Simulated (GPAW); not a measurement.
# YSi2 (P6/mmm): the Si K absorption edge, part 3 of 3

What does one-electron theory with a core hole give for the Si K edge of YSi2 (P6/mmm)?

GPAW 26.7.0; X-ray absorption from dipole matrix elements to empty bands, plane-wave PAW LDA.

So far. Step 5 (Spectrum with XCH, Si atom 2): Main maxima below 24 eV (height): 5.0 eV (1.47), 6.6 eV (1.41) and 10.6 eV (1.15).  Step 5 (Spectrum with XCH, Si atom 2): The total-energy difference is 1843.29 eV. One term is added: -14.86 eV, since the hole is spin-paired here and a spin-polarised one costs that much less in the free atom (computed apart). The photon energy is then 1828.43 eV. The tabulated edge of the element is 1839 eV.

**7. Spectrum with XCH, Si atom 2**

A smaller cell brings the holes closer; here they are 5.7 Å apart.

Changed against the first core-hole run: supercell atoms from 18 to 9; the field's mesh follows (4×4×3 to 4×4×4).

Input file xas.py:

```python
import numpy as np
from ase import Atoms
from ase.parallel import parprint, paropen
from gpaw import GPAW, PW, FermiDirac, Mixer, MixerDif, setup_paths
from gpaw.test import gen
setup_paths.insert(0, '.')
gen('Si', name='fch1s', xcname='LDA', corehole=(1, 0, 1), write_xml=True)
from gpaw.mpi import world
world.barrier()

atoms = Atoms('Y3Si6',
    cell=[[-3.85, 0, -4.14],
     [1.925, 3.3341978, -4.14],
     [1.925, -3.3341978, -4.14]],
    scaled_positions=[[0, 0, 0],
     [0.33333333, 0.33333333, 0.33333333],
     [0.66666667, 0.66666667, 0.66666667],
     [0.5, 0.16666667, 0.83333333],
     [0.83333333, 0.5, 0.16666667],
     [0.16666667, 0.83333333, 0.5],
     [0.83333333, 0.16666667, 0.5],
     [0.16666667, 0.5, 0.83333333],
     [0.5, 0.83333333, 0.16666667]],
    pbc=True)
atoms.calc = calc = GPAW(legacy_gpaw=True, mode=PW(430, force_complex_dtype=True), xc='LDA', setups={3: 'fch1s'},
    kpts={'size': (4, 4, 4), 'gamma': True}, occupations=FermiDirac(0.1),
    charge=-1, mixer=Mixer(0.1, 5, 50), maxiter=150,
    convergence={'density': 0.0001, 'eigenstates': 1e-6}, txt='scf.txt')
energy = atoms.get_potential_energy() + calc.get_reference_energy()
ef = calc.get_fermi_level()
out = dict(energy=energy, fermi=ef, forces=atoms.get_forces().tolist())
parprint(f'all-electron energy {energy:.4f} eV, Fermi level {ef:.4f} eV')
ev = np.array([[calc.get_eigenvalues(k, s) for k in range(len(calc.get_ibz_k_points()))] for s in range(calc.get_number_of_spins())])
out['homo'], out['lumo'], out['counts'] = ev[ev < ef].max(), ev[ev > ef].min(), sorted(set((ev < ef).sum((0, 2)).tolist()))
out['filled'] = (ev[:, 0] < ef).sum(1).tolist()

from ase.units import Ha
from gpaw.xas import dipole_matrix_elements
nb = int(calc.get_number_of_electrons() / 2) + 113
top, nb = nb, nb + 8 + nb // 12
nscf = calc.fixed_density(kpts={'size': (5, 5, 5), 'gamma': True}, nbands=nb,
    convergence={'bands': top, 'eigenstates': 5e-3}, maxiter=60, txt='nscf.txt')
cell = atoms.cell.array
ops = [cell.T @ U.T @ np.linalg.inv(cell.T) for U in nscf.wfs.kd.symmetry.op_scc]
E = np.arange(-6, 34, 0.1)
fwhm = np.interp(E, [4, 25], [0.9, 3.5])
Y, X, zero, highest = 0, 0, 1e9, 1e9
for spin in range(nscf.get_number_of_spins()):
    wfs = nscf.wfs
    mine = wfs.bd.get_slice()  # this rank's bands
    A = dipole_matrix_elements(wfs.setups[3])
    eps = np.zeros((wfs.kd.nibzkpts, nb))
    d = np.zeros((3, A.shape[1], wfs.kd.nibzkpts, nb), complex)
    for kpt in wfs.kpt_u:
        if kpt.s == spin and 3 in kpt.P_ani:
            eps[kpt.k, mine] = kpt.eps_n * Ha
            d[:, :, kpt.k, mine] = (kpt.weight * wfs.nspins / 2) ** 0.5 * np.inner(A, kpt.P_ani[3])
    world.sum(eps)
    world.sum(d)
    T = np.einsum('amkn,bmkn->abkn', d, d.conj()).real
    T = sum(np.einsum('ai,ijkn,bj->abkn', R, T, R) for R in ops) / len(ops)
    empty = eps > ef
    zero, highest = min(zero, eps[empty].min()), min(highest, eps[:, top - 1].min())
    lines = [(eps, T, empty)] if spin == 0 else lines + [(eps, T, empty)]
for eps, T, empty in lines:
    f = np.einsum('aakn->akn', T).reshape(3, -1)
    x = eps.ravel() - zero
    w = np.interp(x, E, fwhm) / 2.35482
    g = np.exp(-0.5 * ((E[:, None] - x) / w) ** 2) / (w * (2 * np.pi) ** 0.5)
    Y = Y + (f * empty.ravel()) @ g.T
    X = X + (f * ~empty.ravel()) @ g.T
out.update(E=E.round(2).tolist(), xas=Y.tolist(), xes=X.tolist(), zero=zero, valid=highest - zero, nk=len(eps), nb=nb)
for i in range(0, len(E), 10):
    parprint(f'{E[i]:7.2f}', *(f'{v:10.3e}' for v in Y[:, i]))
import json
with paropen('out.json', 'w') as f:
    json.dump(out, f)
```

On the command line:

```sh
$ OMP_NUM_THREADS=1 mpirun -n 4 gpaw python xas.py
```

Numbers of over 12 decimals in the logs are rounded to 6 here.

The log of the run:

```text
Input parameters:
  charge: -1
  convergence: {density: 0.0001,
                eigenstates: 1e-06}
  kpts: {gamma: True,
         size: (4, 4, 4)}
  maxiter: 150
  mixer: {backend: pulay,
          beta: 0.1,
          method: separate,
          nmaxold: 5,
          weight: 50}
  mode: {ecut: 430.0,
         force_complex_dtype: True,
         name: pw}
  occupations: {fixmagmom: False,
[...]
*p    :     0.468798
*d    :     0.000000
--------------------------------

Diagonalizing with gridspacing h=0.050

state   all-electron     PAW
-------------------------------
3s:      -0.832237    -0.832487
3p:      -0.531202    -0.531501
*d:                   -0.147046
*f:                   -0.019078
-------------------------------
all-electron energy -321328.9839 eV, Fermi level 9.3578 eV
[...]
32.00  2.878e-06  2.879e-06  3.465e-06
  33.00  2.727e-06  2.727e-06  3.499e-06
[key lines of the parts left out:]
Converged after 17 iterations.
Dipole moment: (0.000000, -0.048379, 0.000000) |e|*Ang
Free energy:    -66.704030
Fermi level: 9.35781
```

Run time: 98 s. Hardware: 4 MPI ranks of Arm Neoverse V1, shared host; peak memory 0.4 GiB; 6.5 min of CPU time.

```tsv
E (eV)	first run	this run
-2.0	0.00	0.00
-1.0	0.00	0.00
0.0	0.42	0.43
1.0	0.76	0.78
2.0	0.96	0.96
3.0	1.11	1.12
4.0	1.44	1.34
5.0	1.47	1.49
6.0	1.37	1.40
7.0	1.36	1.36
8.0	1.05	1.06
9.0	0.99	0.99
10.0	1.09	1.07
11.0	1.12	1.13
12.0	0.93	0.94
13.0	0.83	0.83
14.0	0.82	0.83
15.0	0.82	0.82
16.0	0.82	0.81
17.0	0.79	0.79
18.0	0.77	0.77
19.0	0.76	0.76
20.0	0.79	0.78
21.0	0.88	0.86
22.0	1.02	1.00
23.0	1.16	1.15
24.0	1.22	1.22
25.0	1.17	1.18
26.0	1.05	1.06
27.0	0.92	0.93
28.0	0.81	0.81
29.0	0.72	0.72
30.0	0.65	0.65
```

The scaled spectrum changes by 2 % r.m.s. The highest intensity below 16 eV goes from 5.0 eV (1.47) to 4.6 eV (1.54).

The photon energy of the zero moves by -0.01 eV.

**8. With and without the hole**

Both curves are counted from their own zero, so only the shift of weight within the empty states shows.

```tsv
E (eV)	no hole	XCH
-2.0	0.00	0.00
-1.0	0.00	0.00
0.0	0.38	0.42
1.0	0.55	0.76
2.0	0.71	0.96
3.0	0.68	1.11
4.0	1.02	1.44
5.0	1.07	1.47
6.0	1.29	1.37
7.0	1.38	1.36
8.0	1.28	1.05
9.0	1.11	0.99
10.0	1.21	1.09
11.0	1.20	1.12
12.0	1.17	0.93
13.0	1.13	0.83
14.0	0.93	0.82
15.0	0.93	0.82
16.0	0.98	0.82
17.0	0.92	0.79
18.0	0.86	0.77
19.0	0.84	0.76
20.0	0.82	0.79
21.0	0.83	0.88
22.0	0.91	1.02
23.0	1.05	1.16
24.0	1.22	1.22
25.0	1.36	1.17
26.0	1.40	1.05
27.0	1.32	0.92
28.0	1.20	0.81
29.0	1.08	0.72
30.0	0.96	0.65
```

With each curve scaled to its own mean, the area from −2 to 6 eV with the hole is 6.8 against 5.0, and the centre of weight from −1 to 20 eV moves by -0.9 eV: the hole pulls the absorber's empty states down.

**9. What came out**

| Item | Value |
| --- | --- |
| absorber and edge | Si K, atom 2 of the ground-state input (counted from 1) |
| surroundings | 3 Si at 2.22 Å (trigonal planar, site symmetry -6m2) |
| highest intensity below 16 eV | 5.0 eV above the zero, height 1.47 |
| photon energy of the zero, with the added terms | 1828.4 eV (raw 1843.3 eV; LDA puts this hole about 8 eV below PBE, itself good to a few eV) |

In words: The Si K edge of atom 2, with 3 Si at 2.22 Å (trigonal planar, site symmetry -6m2), has its highest intensity of the first 16 eV at 5.0 eV above the zero, near 1833 eV in photon energy (LDA puts this hole about 8 eV below PBE, itself good to a few eV), 1.5 times the mean level of the first 20 eV (Gaussian full width 0.9 eV up to 4 eV, rising linearly to 3.5 eV at 25 eV). With each curve scaled to its own mean, the area from −2 to 6 eV with the hole is 6.8 against 5.0, and the centre of weight from −1 to 20 eV moves by -0.9 eV: the hole pulls the absorber's empty states down. Changing the supercell atoms from 18 to 9 alters the shape by 2 % r.m.s., so this setting is converged. At the Si K edge of atom 2 polarisation matters most near 4.6 eV, where the curves differ by 1.3 on this scale. The structure is a published determination, not relaxed.

[Banner, clock and machine lines of the logs are left out without a mark of their own.]

[Logs are printed without paths, hosts, clocks, repeated set-up lines and the standing remarks that a program may print on its own settings, such as how far it seeks lower states.]

[Hosts, paths, dates, database ids (printed as entryN), source tags and the programs' standing remarks are cut or masked in the printed files.]

[Lists of maxima count a maximum above −3 eV only where it reaches 4 % of the highest in the window and stands out from its surroundings by 2 % of it (1.5 % where it reaches 55 %); shoulders and weaker maxima are passed over, and of the rest the first, up to two pre-edge ones and the few strongest are named.]
